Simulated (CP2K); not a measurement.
Two runs for the C K edge of trimethyl borate. Run A: CP2K XAS_TDP, all-electron GAPW, PBEh(45%), aug-cc-pVDZ, TDA, no relativity. Run B differs in one setting.

First lines with a strength over 0.0015. A:

| atom | energy (eV) | states | strength, one atom |
| --- | --- | --- | --- |
| C1 (bonded to O and 3 H) | 284.89 | 1 | 0.0261 |
|  | 285.27 | 1 | 0.0085 |
|  | 285.76 | 1 | 0.0214 |
|  | 286.02 | 1 | 0.0164 |
|  | 286.45 | 1 | 0.0054 |

B:

| atom | energy (eV) | states | strength, one atom |
| --- | --- | --- | --- |
| C1 (bonded to O and 3 H) | 291.60 | 1 | 0.0255 |
|  | 291.98 | 1 | 0.0083 |
|  | 292.47 | 1 | 0.0209 |
|  | 292.73 | 1 | 0.0160 |
|  | 293.15 | 1 | 0.0052 |

Which was it: the basis, scalar relativity switched on, the functional, GW2X switched on?

GW2X switched on. GW2X shifts an atom's lines together and keeps their spacings. Against PBEh(45%) in aug-cc-pVDZ, the leading line moves by +6.71 eV, to 291.60 eV.

[Hosts, paths, dates, database ids (printed as entryN), source tags and the programs' standing remarks are cut or masked in the printed files.]
